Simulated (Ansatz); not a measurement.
## Work function of Sr(100): what the settings cost and change

Aim: the work function of Sr(100) across levels of theory at one geometry.

Method: plane-wave DFT, PBE, Ansatz PAW, in the first sound run; inputs show where later runs differ, in Ansatz 0.2.0.

## 1. The structure

The cell holds 7 atoms: 7 Sr. Its edges and angles: a = 4.299 Å, b = 4.299 Å, c = 36.240 Å, α = 90.0°, β = 90.0°, γ = 90.0°. Vacuum lies along c.

## 2. Slab, setting PBE, Ansatz PAW (420 eV)

A work function rests on the faint tail of the density, so the SCF threshold is tight. PBE on the default files comes first; the next runs keep the geometry and change functional or files, each at the cutoff that its files recommend; a relaxation and, for heavy metals, spin-orbit coupling close the ladder.

Input file input.yaml:

```yaml
crystal:
  lattice:
    - [4.2992092296, 0.0, 0.0]
    - [0.0, 4.2992092296, 0.0]
    - [0.0, 0.0, 36.24]
  atoms:
    - { symbol: Sr, position: [0.0, 0.0, 0.2483443709] }
    - { symbol: Sr, position: [0.5, 0.5, 0.3322295806] }
    - { symbol: Sr, position: [0.0, 0.0, 0.4161147903] }
    - { symbol: Sr, position: [0.5, 0.5, 0.5] }
    - { symbol: Sr, position: [0.0, 0.0, 0.5838852097] }
    - { symbol: Sr, position: [0.5, 0.5, 0.6677704194] }
    - { symbol: Sr, position: [0.0, 0.0, 0.7516556291] }
kpoints:
  mp_grid: { grid: [10, 10, 1] }
hamiltonian:
  xc: pbe
scf:
  occupations: { method: fermi_dirac, width: 0.1 }
  convergence: { dr2_threshold: 1.0e-09 }
efield:
  axis: 3
  dipole_correction: true
  ramp_position: 0.97
  ramp_width: 0.06
output:
  write_potential: true
  write_density: true
  volumetric_format: npy
  elf: true
```

Started as:

```bash
$ ansatz run input.yaml --threads 2 --pin off --max-ram 3072MiB --backend cpu --events-out ev --progress --plain --runs-dir out
```

Log:

```text
Engine: ansatz 0.2.0, x86_64-unknown-linux-gnu
Pseudopotentials: kind: paw
Pseudopotential: Sr, paw, valence charge 10, recommended cutoff 420 eV (normal), Sr.paw.azcp
Functional definition: PBE
  parameter kappa = 0.804
  parameter beta = 0.066725
  exchange = pbe_x(kappa = kappa, mu = beta*pi^2/3)
  correlation = pbe_c(beta = beta)
Crystal: 7 atoms, lattice volume = 669.831 Å³
Basis set: ecut = 420 eV, 13033 PW (Γ)
Bands: 42, of which v1, the nominal top of the filled ones, is band 35 counted from 1 (34 counted from 0)
Symmetry: 8 space group operations
k-points: 21 of 100
Non-local potential: Sr, projectors of the file, l = 0: 3, l = 1: 2, l = 2: 2
PAW form: soft (Blöchl's): semilocal exchange-correlation on the pseudo side does not see the compensation charge
PAW one-centre angular grid: Sr, 110 points (default); XC on 64 Gauss nodes
Initial density: superposition of atomic densities (neutral atoms: chi_scale 0, normalization atom), corrected by the library's trained network
Initial wavefunctions: pseudopotential atomic-orbital guess
Functional: x = pbe(κ = 0.804, μ = 0.219515), c = pbe(β = 0.066725)
SCF iter   1: F=—  HF=-24809.014981 eV  |F-HF|=—  |Δ(HF+E_count)|=         —  Δρ=3.01e-3  dr2=6.05e0  ethr=1.77e-3  p=0.000 e·Å  D=8.07e-14 V/Å  ΔV_dip=-0.00 eV  dr2_dipole=5.54e-10  V_vac-E_F(+/−)=2.26/2.26 eV  ⟨swp⟩=16.0  Hψ=12935  notcnv=0
efield: sawtooth ramp at fractional position 0.9700 (set: `efield.ramp_position`, or a place that a band, a saddle search or an elastic batch's reference lends), width 0.0600; the density the first Hamiltonian is built on has a dipole p = 0.000 e·Å; the dipole correction subtracts the counter field D = 8.07e-14 V/Å, which shifts the + side's vacuum level by -0.00 eV against the − side's; the planar-averaged density in the ramp window peaks in size at 6.0e-7 e/Å³
automatic band count: the SCF goes on with 49 bands, as 42 were too few: the levels above may hold too much charge
preconditioner: auto → LDOS  [metal: Δε(μ)=0.004 eV  Ē_g=2.179 eV  σ=0.100 eV  W_gap=0.01  n_scr=72 (ndim 8)  ℏωp=5.4 eV  f_vac=0.365  D(μ)=9.47/eV (n_scr^D=46)  β→1.0]
SCF iter   2: F=—  HF=-24808.894861 eV  |F-HF|=—  |Δ(HF+E_count)|=   1.20e-1  Δρ=8.26e-4  dr2=2.70e-2  ethr=1.77e-3  p=-0.000 e·Å  D=-5.87e-7 V/Å  ΔV_dip=0.00 eV  dr2_dipole=3.79e-9  V_vac-E_F(+/−)=2.52/2.52 eV  ⟨swp⟩=2.1  Hψ=1245  notcnv=0
SCF iter   3: F=—  HF=-24808.895423 eV  |F-HF|=—  |Δ(HF+E_count)|=   5.63e-4  Δρ=5.28e-4  dr2=9.87e-3  ethr=3.86e-5  p=-0.000 e·Å  D=-3.21e-6 V/Å  ΔV_dip=0.00 eV  dr2_dipole=2.94e-11  V_vac-E_F(+/−)=2.54/2.54 eV  ⟨swp⟩=2.5  Hψ=1908  notcnv=0
SCF iter   4: F=—  HF=-24808.894883 eV  |F-HF|=—  |Δ(HF+E_count)|=   5.41e-4  Δρ=1.38e-4  dr2=3.13e-4  ethr=1.41e-5  p=-0.000 e·Å  D=-2.30e-6 V/Å  ΔV_dip=0.00 eV  dr2_dipole=1.34e-10  V_vac-E_F(+/−)=2.55/2.55 eV  ⟨swp⟩=2.5  Hψ=1558  notcnv=0
SCF iter   5: F=—  HF=-24808.894883 eV  |F-HF|=—  |Δ(HF+E_count)|=   7.55e-8  Δρ=2.74e-5  dr2=7.93e-6  ethr=4.47e-7  p=-0.000 e·Å  D=-9.03e-7 V/Å  ΔV_dip=0.00 eV  dr2_dipole=2.15e-13  V_vac-E_F(+/−)=2.55/2.55 eV  ⟨swp⟩=2.0  Hψ=1668  notcnv=0
SCF iter   6: F=—  HF=-24808.894897 eV  |F-HF|=—  |Δ(HF+E_count)|=   1.44e-5  Δρ=8.60e-6  dr2=2.14e-6  ethr=1.13e-8  p=-0.000 e·Å  D=-1.80e-7 V/Å  ΔV_dip=0.00 eV  dr2_dipole=6.73e-12  V_vac-E_F(+/−)=2.55/2.55 eV  ⟨swp⟩=2.8  Hψ=1859  notcnv=0
SCF iter   7: F=—  HF=-24808.895093 eV  |F-HF|=—  |Δ(HF+E_count)|=   1.96e-4  Δρ=2.84e-6  dr2=8.64e-8  ethr=3.06e-9  p=-0.000 e·Å  D=-1.73e-7 V/Å  ΔV_dip=0.00 eV  dr2_dipole=6.11e-13  V_vac-E_F(+/−)=2.55/2.55 eV  ⟨swp⟩=2.3  Hψ=1513  notcnv=0
SCF iter   8: F=—  HF=-24808.895093 eV  |F-HF|=—  |Δ(HF+E_count)|=   1.97e-8  Δρ=6.58e-7  dr2=1.86e-8  ethr=1.23e-10  p=-0.000 e·Å  D=-5.70e-8 V/Å  ΔV_dip=0.00 eV  dr2_dipole=7.60e-13  V_vac-E_F(+/−)=2.55/2.55 eV  ⟨swp⟩=2.4  Hψ=1703  notcnv=0
SCF iter   9: F=—  HF=-24808.895093 eV  |F-HF|=—  |Δ(HF+E_count)|=   3.58e-9  Δρ=2.13e-7  dr2=1.44e-9  ethr=2.66e-11  p=-0.000 e·Å  D=-1.65e-8 V/Å  ΔV_dip=0.00 eV  dr2_dipole=2.93e-14  V_vac-E_F(+/−)=2.55/2.55 eV  ⟨swp⟩=2.1  Hψ=1234  notcnv=0
SCF iter  10: F=-24808.895093 eV  HF=-24808.895093 eV  |F-HF|=0.00e0  |Δ(HF+E_count)|=  3.67e-10  Δρ=5.32e-8  dr2=3.94e-11  ethr=1.43e-12  p=-0.000 e·Å  D=-5.68e-9 V/Å  ΔV_dip=0.00 eV  dr2_dipole=1.42e-13  V_vac-E_F(+/−)=2.55/2.55 eV  ⟨swp⟩=9.4  Hψ=3378  notcnv=0
SCF 1 converged in 10 iterations: F = -24808.895093 eV  dr2 = 3.94e-11
  greatest PAW one-centre occupation: 0.988 electrons in one spin orbital (limit 2), on the Sr atom at site 0 (counted from 0), in its partial waves of l = 0
WARN: The output density's exchange-correlation potential varies sharply where the density is thin. Do not read a vacuum level from v_tot or v_xc, or from such a field of the output density. On a cell that repeats whose density bears no net charge and no dipole along the vacuum's axis use v_es (v_loc + v_h of the components); under efield.dipole_correction with no amplitude use v_es + v_field, which holds any externa [...]
SCF converged after 10 iterations
Free energy (F): -24808.895093 eV
Harris-Foulkes:  -24808.895093 eV  (|F-HF|=0.00e0)
Internal energy: -24808.594344 eV  (E = F + TS)
E sigma→0 (E₀):  -24808.744718 eV
Entropy (-TS):   -0.300749 eV (-42.964 meV/atom)
Fermi energy:    1.899491 eV
Dipole field:    D = -0.000000 V/Å  (p = -0.000001 e·Å, saw-weighted, corrected)
Work function:   Φ+ = 2.5507 eV   Φ− = 2.5507 eV
Levels:          The Fermi level and band energies are counted from a zero that moves with the ramp; work functions are not
--- Per-component energies (eV) ---
  E_band       = -1183.644032
  E_kinetic    = 1686.563841
  E_local      = -30648.273333  (includes V_loc(G=0)·N_el)
  E_nonlocal   = 1420.134088
  E_hartree    = 13877.462111
  E_xc         = -1196.545806
  E_vxc        = -1111.980665  (∫ρ·V_xc dr)
  E_paw        = -18863.006630  (= ΣΔE_a)
  E_vpaw       = -285.012050  (= ΣTr[D̂ρ^β])
  E_aug_tail   = -0.000008  (compensation charges beyond the density's cutoff)
  E_efield     = 0.000000  (sawtooth field / dipole correction)
  E_vefield    = 0.000000  (∫n·V_field dr)
  E_ewald      = 8915.071394
  E_smearing   = -0.300749  (= −TS)
  E_closure    = -0.000000  (closes the sum)
  Σ components = -24808.895093   (vs F -24808.895093, Δ=0.00e0)
--- Band table (eV; the first three rows and the last of 21) ---
  k-point 0: bands = [... 31 lower, -0.5037, 0.0919, 0.6805, 1.1314, 2.3259, 2.3646, 2.3654, 2.4317, ... 10 higher]
  k-point 1: bands = [... 31 lower, -0.4114, 0.1805, 0.7685, 1.2228, 2.3322, 2.3959, 2.4069, 2.4412, ... 10 higher]
  k-point 2: bands = [... 31 lower, -0.1494, 0.4273, 1.0105, 1.4774, 2.2524, 2.3432, 2.4959, 2.5250, ... 10 higher]
  k-point 20: bands = [... 31 lower, 1.5928, 1.8168, 1.8548, 1.9810, 2.3000, 2.3000, 2.3378, 2.3378, ... 10 higher]
```

It took 61 s on 2 threads of Intel Xeon 6975P-C (Granite Rapids), shared host; peak memory 1.2 GiB.

Read from the output:

```
energy at zero smearing   : -24808.7447 eV
work function, upper face : 2.551 eV
```

Running mean over 3.04 Å of the planar mean; the ramp of the sawtooth is left out. The electron's electrostatic potential energy less the Fermi level by z:

```tsv
z (Å)	electron's electrostatic potential energy less the Fermi level (eV)
4	2.54
5	2.50
6	2.24
7	0.903
8	-3.18
9	-4.13
10	-4.02
11	-3.90
12	-3.88
13	-3.91
14	-3.93
15	-3.93
16	-3.93
17	-3.93
18	-3.93
19	-3.93
20	-3.93
21	-3.93
22	-3.93
23	-3.92
24	-3.89
25	-3.89
26	-3.98
27	-4.13
28	-3.66
29	0.00585
30	2.09
31	2.47
32	2.54
```

Valence density in the ca plane at fractional y = 0.000, with atoms of Sr within 0.2 Å of it. It is the smooth field of the valence electrons, not physical close to the nuclei.

Ten steps, logarithmic in the rise over the least value, from '0' (0.0 e/Å³) to '9' (2.5 e/Å³), each cell a mean:
```
52221112223699997422211222247999974100000000
32222222222579986322222222235899852100000000
22222222222345653222222222223566431100000000
22222222222222322222222222222233211100000000
22222222222222222222222222222222111100000000
22222222222222222222222222222222111100000000
22222222222222222222222222222222211100000000
22222222222234432222222222222344321100000000
32222222222467764222222222224677642100000000
42222112223689997422211222236999963100000000
53221112223799998422211222247999974100000000
```
Columns run along c (16.0 Å, from fractional 0.45 to 0.89 of the cell), rows up along a (4.3 Å). Atoms in or near the plane, at fractional coordinates: Sr at (0.58, 0.00), Sr at (0.75, 0.00).

Electrostatic potential energy in the ca plane at fractional y = 0.000, with atoms of Sr within 0.2 Å of it. With pseudopotentials it is smooth inside the atoms' cores, unlike the true potential.

Ten even steps from '0' (-78 eV) to '9' (5 eV), each cell a mean:
```
89999999999720006899999999987100178999999999
99999999999863358999999999998633689999999999
99999999999988889999999999999888899999999999
99999999999999999999999999999999999999999999
99999999999999999999999999999999999999999999
99999999999999999999999999999999999999999999
99999999999999999999999999999999999999999999
99999999999998899999999999999988999999999999
99999999999886678999999999998766789999999999
89999999999840037899999999997300378999999999
89999999999710006899999999986000178999999999
```
Columns run along c (16.0 Å, from fractional 0.45 to 0.89 of the cell; values clipped at the 3rd and 97th percentile), rows up along a (4.3 Å). Atoms in or near the plane, at fractional coordinates: Sr at (0.58, 0.00), Sr at (0.75, 0.00).

ELF in the ca plane at fractional y = 0.000, with atoms of Sr within 0.2 Å of it. It is the smooth field of the valence electrons, not physical close to the nuclei.

Ten even steps from '0' (0.00) to '9' (0.85), each cell a mean:
```
41257776411796499313677764128955993001110000
21366766520499996114667765215999951011110000
02466666531135641025666665311366410112110000
24555455553100001245554555531011011232110000
45554334555422223455433345554322334443100000
55544334555433334555433345555444455543100000
34554444554211112355544455542111123332100000
13555555542012210135555565410122100122110000
11466666520269973014666665202799730012110000
31367776511699898213677764117988982001110000
51257776411893189313677764129822994001110000
```
Columns run along c (16.0 Å, from fractional 0.45 to 0.89 of the cell), rows up along a (4.3 Å). Atoms in or near the plane, at fractional coordinates: Sr at (0.58, 0.00), Sr at (0.75, 0.00).

The work function is 2.551 eV.

## 3. Run

This step: plane-wave DFT, LDA, Ansatz PAW (Ansatz 0.2.0).

input.yaml: that of step 2 with these lines changed.

```diff
@@ -16,3 +16,3 @@
 hamiltonian:
-  xc: pbe
+  xc: lda
 scf:
@@ -29,2 +29 @@
   volumetric_format: npy
-  elf: true
```

Log:

```text
[...]
Crystal: 7 atoms, lattice volume = 669.831 Å³
Basis set: ecut = 420 eV, 13033 PW (Γ)
Bands: 42, of which v1, the nominal top of the filled ones, is band 35 counted from 1 (34 counted from 0)
Symmetry: 8 space group operations
k-points: 21 of 100
[...]
k-point 0: bands = [... 31 lower, -0.6987, -0.0991, 0.4932, 0.9410, 2.0985, 2.1891, 2.1913, 2.1995, ... 10 higher]
  k-point 1: bands = [... 31 lower, -0.6062, -0.0102, 0.5819, 1.0341, 2.1112, 2.2033, 2.2269, 2.2326, ... 10 higher]
  k-point 2: bands = [... 31 lower, -0.3445, 0.2354, 0.8233, 1.2917, 2.0487, 2.1377, 2.3144, 2.3199, ... 10 higher]
  k-point 20: bands = [... 31 lower, 1.4013, 1.6310, 1.6741, 1.8068, 2.0786, 2.0786, 2.1252, 2.1252, ... 10 higher]
[key lines of the parts left out:]
SCF converged after 9 iterations
Free energy (F): -24109.141224 eV
Fermi energy:    1.729537 eV
Dipole field:    D = -0.000000 V/Å  (p = -0.000000 e·Å, saw-weighted, corrected)
Work function:   Φ+ = 2.6805 eV   Φ− = 2.6805 eV
```

Elapsed: 47 s, on 2 threads; peak memory 1.1 GiB.

The work function is 2.680 eV, +0.130 eV from the run “PBE, Ansatz PAW (420 eV)”, at 0.77 times its CPU time.

## 4. Slab

This step: plane-wave DFT, PBEsol, Ansatz PAW (Ansatz 0.2.0).

input.yaml: that of step 3 with these lines changed.

```diff
@@ -16,3 +16,3 @@
 hamiltonian:
-  xc: lda
+  xc: pbesol
 scf:
```

Log:

```text
[...]
Crystal: 7 atoms, lattice volume = 669.831 Å³
Basis set: ecut = 420 eV, 13033 PW (Γ)
Bands: 42, of which v1, the nominal top of the filled ones, is band 35 counted from 1 (34 counted from 0)
Symmetry: 8 space group operations
k-points: 21 of 100
[...]
k-point 0: bands = [... 31 lower, -0.5773, 0.0195, 0.6099, 1.0630, 2.2521, 2.3047, 2.3055, 2.3571, ... 10 higher]
  k-point 1: bands = [... 31 lower, -0.4850, 0.1082, 0.6981, 1.1548, 2.2597, 2.3340, 2.3455, 2.3685, ... 10 higher]
  k-point 2: bands = [... 31 lower, -0.2230, 0.3549, 0.9400, 1.4102, 2.1820, 2.2732, 2.4317, 2.4534, ... 10 higher]
  k-point 20: bands = [... 31 lower, 1.5286, 1.7525, 1.7934, 1.9202, 2.2271, 2.2271, 2.2659, 2.2659, ... 10 higher]
[key lines of the parts left out:]
SCF converged after 9 iterations
Free energy (F): -24444.673374 eV
Fermi energy:    1.835348 eV
Dipole field:    D = -0.000000 V/Å  (p = -0.000001 e·Å, saw-weighted, corrected)
Work function:   Φ+ = 2.5894 eV   Φ− = 2.5894 eV
```

Run time: 66 s. Hardware: 2 threads; peak memory 1.2 GiB; 2 min of CPU time.

The work function is 2.589 eV, +0.039 eV from the run “PBE, Ansatz PAW (420 eV)”, at 1.0 times its CPU time.

## 5. Run

This step: plane-wave DFT, RPBE, Ansatz PAW (Ansatz 0.2.0).

input.yaml: that of step 4 with these lines changed.

```diff
@@ -16,3 +16,3 @@
 hamiltonian:
-  xc: pbesol
+  xc: rpbe
 scf:
```

Log:

```text
[...]
Crystal: 7 atoms, lattice volume = 669.831 Å³
Basis set: ecut = 420 eV, 13033 PW (Γ)
Bands: 42, of which v1, the nominal top of the filled ones, is band 35 counted from 1 (34 counted from 0)
Symmetry: 8 space group operations
k-points: 21 of 100
[...]
k-point 0: bands = [... 31 lower, -0.3946, 0.1981, 0.7838, 1.2348, 2.4464, 2.4570, 2.4595, 2.5542, ... 10 higher]
  k-point 1: bands = [... 31 lower, -0.3025, 0.2865, 0.8712, 1.3252, 2.4480, 2.4903, 2.5049, 2.5599, ... 10 higher]
  k-point 2: bands = [... 31 lower, -0.0407, 0.5335, 1.1131, 1.5774, 2.3614, 2.4528, 2.5906, 2.6317, ... 10 higher]
  k-point 20: bands = [... 31 lower, 1.6957, 1.9144, 1.9512, 2.0725, 2.4174, 2.4174, 2.4505, 2.4505, ... 10 higher]
[key lines of the parts left out:]
SCF converged after 10 iterations
Free energy (F): -24856.617537 eV
Fermi energy:    1.990482 eV
Dipole field:    D = -0.000000 V/Å  (p = -0.000001 e·Å, saw-weighted, corrected)
Work function:   Φ+ = 2.4705 eV   Φ− = 2.4706 eV
```

Run time: 70 s. Hardware: 2 threads; peak memory 1.2 GiB; 2.1 min of CPU time.

The work function is 2.471 eV, -0.080 eV from the run “PBE, Ansatz PAW (420 eV)”, at 1.1 times its CPU time.

## 6. Run

This step: plane-wave DFT, r2SCAN, Ansatz PAW (Ansatz 0.2.0).

input.yaml: that of step 5 with these lines changed.

```diff
@@ -16,3 +16,3 @@
 hamiltonian:
-  xc: rpbe
+  xc: r2scan
 scf:
```

Log:

```text
[...]
Crystal: 7 atoms, lattice volume = 669.831 Å³
Basis set: ecut = 500 eV, 16989 PW (Γ), exchange–correlation on 128×128×1080 points (64 copies of the dense FFT grid, shifted against one another)
Bands: 42, of which v1, the nominal top of the filled ones, is band 35 counted from 1 (34 counted from 0)
Symmetry: 8 space group operations
k-points: 21 of 100
[...]
k-point 0: bands = [... 31 lower, -0.6242, 0.0077, 0.6371, 1.1387, 2.4058, 2.4214, 2.4871, 2.6064, ... 10 higher]
  k-point 1: bands = [... 31 lower, -0.5260, 0.1019, 0.7293, 1.2324, 2.4417, 2.4487, 2.5037, 2.6023, ... 10 higher]
  k-point 2: bands = [... 31 lower, -0.2452, 0.3675, 0.9875, 1.4953, 2.3530, 2.4534, 2.5489, 2.6276, ... 10 higher]
  k-point 20: bands = [... 31 lower, 1.6417, 1.8726, 1.9012, 2.0265, 2.4450, 2.4450, 2.4626, 2.4626, ... 10 higher]
[key lines of the parts left out:]
SCF converged after 11 iterations
Free energy (F): -24885.087022 eV
Fermi energy:    1.912453 eV
Dipole field:    D = -0.000000 V/Å  (p = -0.000000 e·Å, saw-weighted, corrected)
Work function:   Φ+ = 2.5607 eV   Φ− = 2.5607 eV
```

Wall time 2.2 min (2 threads); peak memory 2.2 GiB.

The work function is 2.561 eV, +0.010 eV from the run “PBE, Ansatz PAW (420 eV)”, at 2.2 times its CPU time.

## 7. Run

This step: plane-wave DFT, PBE, JTH PAW (Ansatz 0.2.0).

input.yaml: that of step 6 with these lines changed.

```diff
@@ -16,3 +16,4 @@
 hamiltonian:
-  xc: r2scan
+  xc: pbe
+  pseudopotentials: { kind: paw, source: jth }
 scf:
```

Log:

```text
[...]
k-point 0: bands = [... 31 lower, -0.5080, 0.0875, 0.6765, 1.1282, 2.3242, 2.3587, 2.3597, 2.4299, ... 10 higher]
  k-point 1: bands = [... 31 lower, -0.4157, 0.1761, 0.7644, 1.2195, 2.3300, 2.3904, 2.4018, 2.4389, ... 10 higher]
  k-point 2: bands = [... 31 lower, -0.1538, 0.4229, 1.0063, 1.4739, 2.2494, 2.3402, 2.4906, 2.5220, ... 10 higher]
  k-point 20: bands = [... 31 lower, 1.5901, 1.8142, 1.8519, 1.9782, 2.2981, 2.2981, 2.3353, 2.3353, ... 10 higher]
[key lines of the parts left out:]
SCF converged after 12 iterations
Free energy (F): -24785.261760 eV
Fermi energy:    1.895276 eV
Dipole field:    D = -0.000000 V/Å  (p = -0.000001 e·Å, saw-weighted, corrected)
Work function:   Φ+ = 2.5541 eV   Φ− = 2.5541 eV
```

Elapsed: 2.5 min, on 2 threads; peak memory 2.1 GiB; 4.9 min of CPU time.

The work function is 2.554 eV, +0.003 eV from the run “PBE, Ansatz PAW (420 eV)”, at 2.5 times its CPU time.

## 8. Run

This step: plane-wave DFT, PBE, norm-conserving (Ansatz 0.2.0).

input.yaml: that of step 7 with these lines changed.

```diff
@@ -17,3 +17,3 @@
   xc: pbe
-  pseudopotentials: { kind: paw, source: jth }
+  pseudopotentials: { kind: nc }
 scf:
```

Log:

```text
[...]
Crystal: 7 atoms, lattice volume = 669.831 Å³
Basis set: ecut = 925.187132 eV, 42831 PW (Γ)
Bands: 42, of which v1, the nominal top of the filled ones, is band 35 counted from 1 (34 counted from 0)
Symmetry: 8 space group operations
k-points: 21 of 100
[...]
k-point 0: bands = [... 31 lower, -0.4700, 0.1257, 0.7147, 1.1662, 2.3621, 2.3991, 2.4000, 2.4679, ... 10 higher]
  k-point 1: bands = [... 31 lower, -0.3777, 0.2143, 0.8026, 1.2576, 2.3681, 2.4305, 2.4417, 2.4772, ... 10 higher]
  k-point 2: bands = [... 31 lower, -0.1158, 0.4611, 1.0446, 1.5121, 2.2878, 2.3786, 2.5303, 2.5605, ... 10 higher]
  k-point 20: bands = [... 31 lower, 1.6281, 1.8523, 1.8901, 2.0165, 2.3361, 2.3361, 2.3735, 2.3735, ... 10 higher]
[key lines of the parts left out:]
SCF converged after 12 iterations
Free energy (F): -6520.159770 eV
Fermi energy:    1.933951 eV
Dipole field:    D = 0.000000 V/Å  (p = 0.000001 e·Å, saw-weighted, corrected)
Work function:   Φ+ = 2.5512 eV   Φ− = 2.5512 eV
```

Wall time 3 min (2 threads); peak memory 2.1 GiB; 6 min of CPU time.

The work function is 2.551 eV, +0.000 eV from the run “PBE, Ansatz PAW (420 eV)”, at 3.1 times its CPU time.

(Continued in part 2 of 2.)

[Long decimals in the printed logs are rounded to 6 places.]

[Logs are printed without paths, hosts, clocks, repeated set-up lines and the standing remarks that a program may print on its own settings, such as how far it seeks lower states.]

[Hosts, paths, dates, database ids (printed as entryN), source tags and the programs' standing remarks are cut or masked in the printed files.]

[Maps of the electrostatic potential energy from Ansatz leave out the sawtooth potential of an applied field or a dipole correction, so their vacuum need not be flat; planar profiles and work functions include it.]
